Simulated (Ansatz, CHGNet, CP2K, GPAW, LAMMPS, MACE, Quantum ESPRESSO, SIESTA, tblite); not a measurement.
**Quantum ESPRESSO on amorphous polyacrylonitrile (as short chains C14N4H18) at 360 K (108 atoms): settings compared**

How far do other settings of Quantum ESPRESSO move the forces in amorphous polyacrylonitrile (as short chains C14N4H18) at 360 K (108 atoms)? One run of the same program serves as the yardstick.

Program: Quantum ESPRESSO 7.5. Level of theory: the method is named at each step. Results are calculated unless marked as measured.

## Step 1: The starting structure

The cell holds 108 atoms: 42 C, 12 N and 54 H. Its edges and angles: a = 10.346 Å, b = 10.346 Å, c = 10.346 Å, α = 90.0°, β = 90.0°, γ = 90.0°. 3 polyacrylonitrile chains of 4 units with methyl end groups placed at random, at 1.09 g/cm³; overlaps pushed apart, then 20 ps at 800 K with MMFF94 bonds, angles, torsions, charges and radii (Halgren, J. Comput. Chem. 17, 490 (1996)) in harmonic and 12-6 forms. Snapshot after 30 ps at 360 K and fixed volume.

The yardstick, on the same geometry:

| Quantity | Value |
| --- | --- |
| method | Kohn-Sham DFT, PBE, SSSP efficiency 1.3.0 pseudopotentials, plane waves (Quantum ESPRESSO 7.5); sssp-pbe-1.3.0-efficiency, cutoffs 60/480 Ry, Γ point |
| r.m.s. force component | 1.208 eV/Å |
| longest force | 5.409 eV/Å |
| pressure | 3.22 GPa |
| gap (highest filled to lowest empty level) | 5.888 eV |
| time | 1.8 min on 2 MPI ranks of Arm Neoverse V2, shared host |
| CPU time | 3.6 min |

## Step 2: PBE, gbrv-1.5, 40/200 Ry

Method: Kohn-Sham DFT, PBE, GBRV 1.5 ultrasoft pseudopotentials, plane waves.

Input file pw.in:

```
&control
  calculation = 'scf'
  pseudo_dir = './pseudo'
  outdir = './tmp'
  disk_io = 'none'
  tprnfor = .true.
  tstress = .true.
/
&system
  ibrav = 0
  nat = 108
  ntyp = 3
  ecutwfc = 40
  ecutrho = 200
  nosym = .true.
  occupations = 'smearing'
  smearing = 'fd'
  degauss = 0.003675
/
&electrons
  conv_thr = 5.4e-07
  electron_maxstep = 100
  mixing_beta = 0.4
  mixing_mode = 'plain'
  diagonalization = 'david'
/
ATOMIC_SPECIES
C 12.011 C.upf
N 14.007 N.upf
H 1.008 H.upf
CELL_PARAMETERS angstrom
10.34621 0.00000 0.00000
0.00000 10.34621 0.00000
0.00000 0.00000 10.34621
ATOMIC_POSITIONS crystal
C 0.07060 0.70091 0.35933
C 0.16266 0.62867 0.26624
C 0.26048 0.72437 0.21704
C 0.21981 0.77282 0.08786
N 0.19147 0.82295 0.99055
C 0.39845 0.66595 0.21973
C 0.44576 0.56826 0.12032
C 0.46304 0.63946 0.00043
N 0.44865 0.70140 0.91164
C 0.34655 0.45528 0.10850
C 0.41904 0.33119 0.07886
C 0.51480 0.29506 0.18332
N 0.56874 0.24359 0.26987
C 0.31649 0.23395 0.07509
C 0.33694 0.10508 0.00700
C 0.42463 0.02356 0.08391
N 0.49676 0.96207 0.14200
C 0.39331 0.10632 0.87539
H 0.11640 0.72849 0.44654
H 0.98818 0.64727 0.37847
H 0.02938 0.78661 0.30469
H 0.20108 0.55876 0.32880
H 0.11738 0.57585 0.18664
H 0.26025 0.81430 0.28255
H 0.39749 0.61433 0.30630
H 0.46284 0.74253 0.25108
H 0.52872 0.53520 0.15971
H 0.29087 0.44844 0.19067
H 0.27579 0.48210 0.04944
H 0.46884 0.33262 0.98681
H 0.23027 0.27498 0.01918
H 0.27835 0.22210 0.17475
H 0.24755 0.05779 0.99483
H 0.41571 0.21017 0.84376
H 0.48191 0.05094 0.86747
H 0.31375 0.06611 0.81126
C 0.16763 0.48728 0.61394
C 0.13483 0.50521 0.76172
C 0.01849 0.59049 0.77151
C 0.04755 0.71410 0.71032
N 0.07538 0.81516 0.66557
C 0.96962 0.61416 0.91252
C 0.82805 0.65126 0.91266
C 0.74225 0.54695 0.87583
N 0.67420 0.46406 0.85243
C 0.80015 0.70554 0.04383
C 0.86510 0.84036 0.08343
C 0.80744 0.87406 0.20790
N 0.76474 0.88545 0.30848
C 0.82432 0.94529 0.98433
C 0.85387 0.09046 0.01656
C 0.96835 0.13651 0.93432
N 0.05531 0.17922 0.87345
C 0.74126 0.17799 0.98926
H 0.24336 0.55204 0.59036
H 0.20448 0.38731 0.60313
[... 48 atom lines left out ...]
H 0.37145 0.90411 0.65748
H 0.35809 0.71086 0.52784
H 0.52300 0.73035 0.47477
H 0.48817 0.68599 0.64375
K_POINTS gamma
```

On the command line:

```
$ OMP_NUM_THREADS=1 mpirun -np 2 pw.x -in pw.in > output.txt
```

Log:

```text
Program PWSCF
     gamma-point specific algorithms are used
     Parallelization info
     sticks:   dense  smooth     PW     G-vecs:    dense   smooth      PW
     Min        3038    2436    604               178318   127723   15959
     Max        3039    2437    605               178319   127724   15960
     Sum        6077    4873   1209               356637   255447   31919
     bravais-lattice index     =            0
     lattice parameter (alat)  =      19.5515  a.u.
     unit-cell volume          =    7473.7827 (a.u.)^3
     number of atoms/cell      =          108
     number of atomic types    =            3
     number of electrons       =       282.00
     number of Kohn-Sham states=          169
     kinetic-energy cutoff     =      40.0000  Ry
     charge density cutoff     =     200.0000  Ry
     scf convergence threshold =      5.4E-07
     mixing beta               =       0.4000
     number of iterations used =            8  plain     mixing
     Exchange-correlation=  SLA  PW   PBX  PBC
                           (   1   4   3   4   0   0   0)
     crystal axes: (cart. coord. in units of alat)
               a(1) = (   1.000000   0.000000   0.000000 )
               a(2) = (   0.000000   1.000000   0.000000 )
               a(3) = (   0.000000   0.000000   1.000000 )
     reciprocal axes: (cart. coord. in units 2 pi/alat)
               b(1) = (  1.000000  0.000000  0.000000 )
               b(2) = (  0.000000  1.000000  0.000000 )
               b(3) = (  0.000000  0.000000  1.000000 )
     PseudoPot. # 1 for C :
     Pseudo is Ultrasoft + core correction, Zval =  4.0
     PseudoPot. # 2 for N :
     Pseudo is Ultrasoft + core correction, Zval =  5.0
     PseudoPot. # 3 for H :
     Pseudo is Ultrasoft, Zval =  1.0
     atomic species   valence    mass     pseudopotential
     C                 4.00    12.01100     C ( 1.00)
     N                 5.00    14.00700     N ( 1.00)
     H                 1.00     1.00800     H ( 1.00)
     No symmetry found
   Cartesian axes
     number of k points=     1  Fermi-Dirac smearing, width (Ry)=  0.0037
                       cart. coord. in units 2pi/alat
        k(    1) = (   0.0000000   0.0000000   0.0000000), wk =   2.0000000
     Dense  grid:   178319 G-vectors     FFT dimensions: (  90,  90,  90)
     Smooth grid:   127724 G-vectors     FFT dimensions: (  80,  80,  80)
     Initial potential from superposition of free atoms
     starting charge     281.9977, renormalised to     282.0000
     Starting wfcs are  270 randomized atomic wfcs
     Self-consistent Calculation
     iteration #  1     ecut=    40.00 Ry     beta= 0.40
     total energy              =    -785.96864741 Ry
     estimated scf accuracy    <      11.67100141 Ry
     iteration #  2     ecut=    40.00 Ry     beta= 0.40
     total energy              =    -786.57456283 Ry
     estimated scf accuracy    <       1.86150936 Ry
     iteration #  3     ecut=    40.00 Ry     beta= 0.40
     total energy              =    -786.68690207 Ry
     estimated scf accuracy    <       0.63710778 Ry
     iteration #  4     ecut=    40.00 Ry     beta= 0.40
     total energy              =    -786.73787454 Ry
     estimated scf accuracy    <       0.09538314 Ry
     iteration #  5     ecut=    40.00 Ry     beta= 0.40
     total energy              =    -786.74722761 Ry
     estimated scf accuracy    <       0.00837788 Ry
     iteration #  6     ecut=    40.00 Ry     beta= 0.40
     total energy              =    -786.74820749 Ry
     estimated scf accuracy    <       0.00195181 Ry
     iteration #  7     ecut=    40.00 Ry     beta= 0.40
     total energy              =    -786.74849709 Ry
     estimated scf accuracy    <       0.00034147 Ry
     iteration #  8     ecut=    40.00 Ry     beta= 0.40
     total energy              =    -786.74854396 Ry
     estimated scf accuracy    <       0.00003791 Ry
     iteration #  9     ecut=    40.00 Ry     beta= 0.40
     total energy              =    -786.74854990 Ry
     estimated scf accuracy    <       0.00001352 Ry
     iteration # 10     ecut=    40.00 Ry     beta= 0.40
     total energy              =    -786.74855143 Ry
     estimated scf accuracy    <       0.00000129 Ry
     iteration # 11     ecut=    40.00 Ry     beta= 0.40
     End of self-consistent calculation
          k = 0.0000 0.0000 0.0000 ( 15960 PWs)   bands (ev):
   -17.6732 -17.5704 -17.5354 -17.3739 -17.3480 -17.2457 -17.2062 -17.2031
   -17.1809 -17.0381 -16.8932 -16.6790 -16.3902 -16.1495 -16.1303 -15.7972
   -15.4959 -15.3770 -15.0054 -14.8673 -14.8523 -14.2491 -14.0317 -13.9035
   -12.8970 -12.7994 -12.6434 -11.9608 -11.5986 -11.5447 -11.2508 -11.1040
   -10.9208 -10.6716 -10.5356 -10.3725 -10.1809 -10.0683 -10.0274  -9.9274
    -9.8741  -9.5150  -8.3467  -8.2955  -8.1162  -7.9660  -7.9278  -7.7413
    -7.5884  -7.4882  -7.4186  -7.2971  -7.1570  -7.0668  -6.8855  -6.5615
    -6.4341  -6.3129  -6.2789  -6.1705  -6.0422  -5.9247  -5.8953  -5.7187
    -5.6209  -5.4714  -5.3628  -5.2685  -5.2269  -5.1657  -5.0414  -4.9522
    -4.9293  -4.8318  -4.7667  -4.7515  -4.7140  -4.5949  -4.5609  -4.4398
    -4.3859  -4.3778  -4.3004  -4.1738  -4.1192  -3.9774  -3.9337  -3.8912
    -3.8430  -3.7708  -3.7246  -3.6830  -3.6284  -3.5682  -3.5305  -3.5099
[...]
-2.3956  -2.3681  -2.3442  -2.2757  -2.2021  -2.1445  -2.1410  -2.0784
    -2.0517  -1.9909  -1.9475  -1.9094  -1.8147   4.0795   4.1839   4.2250
     4.3654   4.4514   4.5103   4.5449   4.5893   4.6265   4.7068   4.7967
     4.8082   4.8433   4.8725   4.9846   5.0658   5.1532   5.1980   5.2883
     5.3000   5.3447   5.3860   5.5037   5.5544   5.6715   5.7405   5.8062
     5.9127
     the Fermi energy is     0.2662 ev
!    total energy              =    -786.74855165 Ry
     estimated scf accuracy    <       0.00000041 Ry
     smearing contrib. (-TS)   =       0.00000000 Ry
     internal energy E=F+TS    =    -786.74855165 Ry
     The total energy is F=E-TS. E is the sum of the following terms:
     one-electron contribution =    -704.62663671 Ry
     hartree contribution      =     438.61274400 Ry
     xc contribution           =    -254.21014888 Ry
     ewald contribution        =    -266.52451006 Ry
     convergence has been achieved in  11 iterations
     Forces acting on atoms (cartesian axes, Ry/au):
     atom    1 type  1   force =    -0.00486864    0.05200828   -0.13873161
     atom    2 type  1   force =    -0.07181324    0.05207551    0.02735594
     atom    3 type  1   force =     0.02864116    0.02792232   -0.03382577
     atom    4 type  1   force =     0.01966089    0.02354151    0.01998288
     atom    5 type  2   force =    -0.00247028   -0.01591824    0.01425978
     atom    6 type  1   force =    -0.01882844    0.05164076    0.00786384
     atom    7 type  1   force =    -0.14565366    0.08160820   -0.03591753
     atom    8 type  1   force =     0.00596337   -0.11152266    0.12867157
     atom    9 type  2   force =    -0.00349105    0.09966746   -0.15502905
     atom   10 type  1   force =     0.22401034    0.01837009    0.03306712
     atom   11 type  1   force =     0.02640818    0.01335925    0.03248951
     atom   12 type  1   force =    -0.01386110   -0.02688662    0.02510674
[...]
atom  104 type  3   force =    -0.01268380   -0.02271772   -0.01652673
     atom  105 type  3   force =     0.01914885    0.00360018   -0.00328092
     atom  106 type  3   force =     0.00666436    0.00636086    0.00423244
     atom  107 type  3   force =    -0.01213483   -0.00723531    0.02307135
     atom  108 type  3   force =    -0.01404691    0.01832262   -0.03069398
     Total force =     0.891560     Total SCF correction =     0.001132
     Computing stress (Cartesian axis) and pressure
          total   stress  (Ry/bohr**3)                   (kbar)     P=       37.39
   0.00034048  -0.00003985   0.00001182           50.09       -5.86        1.74
  -0.00003985   0.00021343   0.00000438           -5.86       31.40        0.64
   0.00001182   0.00000438   0.00020851            1.74        0.64       30.67
     Message from routine punch:
     Nothing written, as per user request (disk_io='none')
```

It took 42 s on 2 MPI ranks of Arm Neoverse V2, shared host; peak memory 0.76 GiB.

Banners, paths, timers and routine set-up lines are dropped from the logs unmarked, and long logs keep their key lines alone; longer cuts are marked.

Numbers from this run, and their distance from the reference:

* r.m.s. force component: 1.274 eV/Å
* r.m.s. difference of force components: 135.7 meV/Å
* longest difference of force vectors: 502.7 meV/Å
* force difference over r.m.s. force: 11.23 %
* slope of forces against the reference's: 1.049
* correlation of force components: 0.9954
* gap (highest filled to lowest empty level): 5.894 eV
* gap difference: 0.0066 eV
* pressure: 3.739 GPa
* pressure difference: 0.5187 GPa

Length of the force difference by element (eV/Å):

| element | atoms | mean | most |
| --- | --- | --- | --- |
| C | 42 | 0.25 | 0.50 |
| H | 54 | 0.15 | 0.36 |
| N | 12 | 0.32 | 0.43 |

Levels nearest the highest filled one (eV from it): -0.55, -0.53, -0.46, -0.39, -0.33, -0.33, -0.26, -0.24, -0.18, -0.13, -0.09, 0.00, 5.89, 6.00, 6.04, 6.18, 6.27, 6.33, 6.36, 6.40, 6.44, 6.52, 6.61, 6.62.

A closer look about H19, picked at random: 14 atoms, nearest first, numbered in the order of the input, with positions taken from that point.

| atom | x | y | z | distance (Å) | bonds | Fx | Fy | Fz (eV/Å) |
| --- | --- | --- | --- | --- | --- | --- | --- | --- |
| H19 | 0.00 | 0.00 | 0.00 | 0.00 | 1 | 0.69 | 0.54 | 1.05 |
| C1 | -0.47 | -0.29 | -0.90 | 1.06 | 4 | -0.13 | 1.34 | -3.57 |
| H20 | -1.33 | -0.84 | -0.70 | 1.72 | 1 | -1.98 | -1.58 | 0.80 |
| H21 | -0.90 | 0.60 | -1.47 | 1.82 | 1 | 0.55 | -0.39 | 0.87 |
| C2 | 0.48 | -1.03 | -1.87 | 2.19 | 4 | -1.85 | 1.34 | 0.70 |
| H22 | 0.88 | -1.76 | -1.22 | 2.31 | 1 | 1.39 | -1.49 | 0.80 |
| H24 | 1.49 | 0.89 | -1.70 | 2.43 | 1 | 0.08 | -1.04 | -0.83 |
| N41 | -0.42 | 0.90 | 2.27 | 2.47 | 1 | -0.36 | -1.39 | 0.60 |
| H57 | -0.24 | -2.30 | 1.10 | 2.56 | 1 | -2.85 | 0.47 | -1.99 |
| H106 | 2.50 | -0.18 | 0.84 | 2.64 | 1 | 0.17 | 0.16 | 0.11 |
| H55 | 1.31 | -1.83 | 1.49 | 2.70 | 1 | 1.19 | 0.78 | -0.42 |
| H100 | 0.74 | 2.49 | 0.76 | 2.71 | 1 | 0.30 | -0.55 | 0.46 |
| C3 | 1.49 | -0.04 | -2.37 | 2.80 | 4 | 0.74 | 0.72 | -0.87 |
| C40 | -0.71 | -0.15 | 2.73 | 2.82 | 2 | -0.33 | 1.16 | -0.71 |

Forces lie 11 % from the reference's, at 0.39 times its CPU time.

## Step 3: Results

* force difference from the reference: QE PBE, gbrv-1.5, 40/200 Ry, 11 %
* its CPU time: 85 s

**Reading.** PBE on plane waves or a grid with other potentials, cutoffs or grids differs from the reference by 11 % (QE PBE, gbrv-1.5, 40/200 Ry) of the r.m.s. force; potentials, valence shells or grid differ, and the table alone doesn't part them. One electronic-structure run takes under half the reference's CPU time: QE PBE, gbrv-1.5, 40/200 Ry, at 11 % in 85 s against 3.6 min. PBE gaps agree with the reference's 5.89 eV within 0.007 eV. The reference's pressure holds the uncorrected Pulay stress of its 60 Ry basis, so small pressure differences, and their order, may be the reference's own error. The network of contacts between molecules at the start is that of the classical potential that made the cell, and needn't be the one that DFT or experiment would give. The reference's PBE has no dispersion term, which matters for the binding between molecules or layers. The density was typed from a rule of thumb and may lie off the real one at this temperature. The electronic-structure runs sample only Γ, in a cell whose shortest periodic width is 10 Å.

[Also dropped from logs without a mark: logging warnings of Python, and SIESTA's first energy breakdown and zero terms.]

[Logs are printed without paths, hosts, clocks, repeated set-up lines and the standing remarks that a program may print on its own settings, such as how far it seeks lower states.]

[Hosts, paths, dates, database ids (printed as entryN), source tags and the programs' standing remarks are cut or masked in the printed files.]

[The MMFF94 radii named for the starting cell were scaled by 0.96; in molecules described by MMFF94, hydrogen bound to N, O or S took a small fixed 12-6 site in their place.]
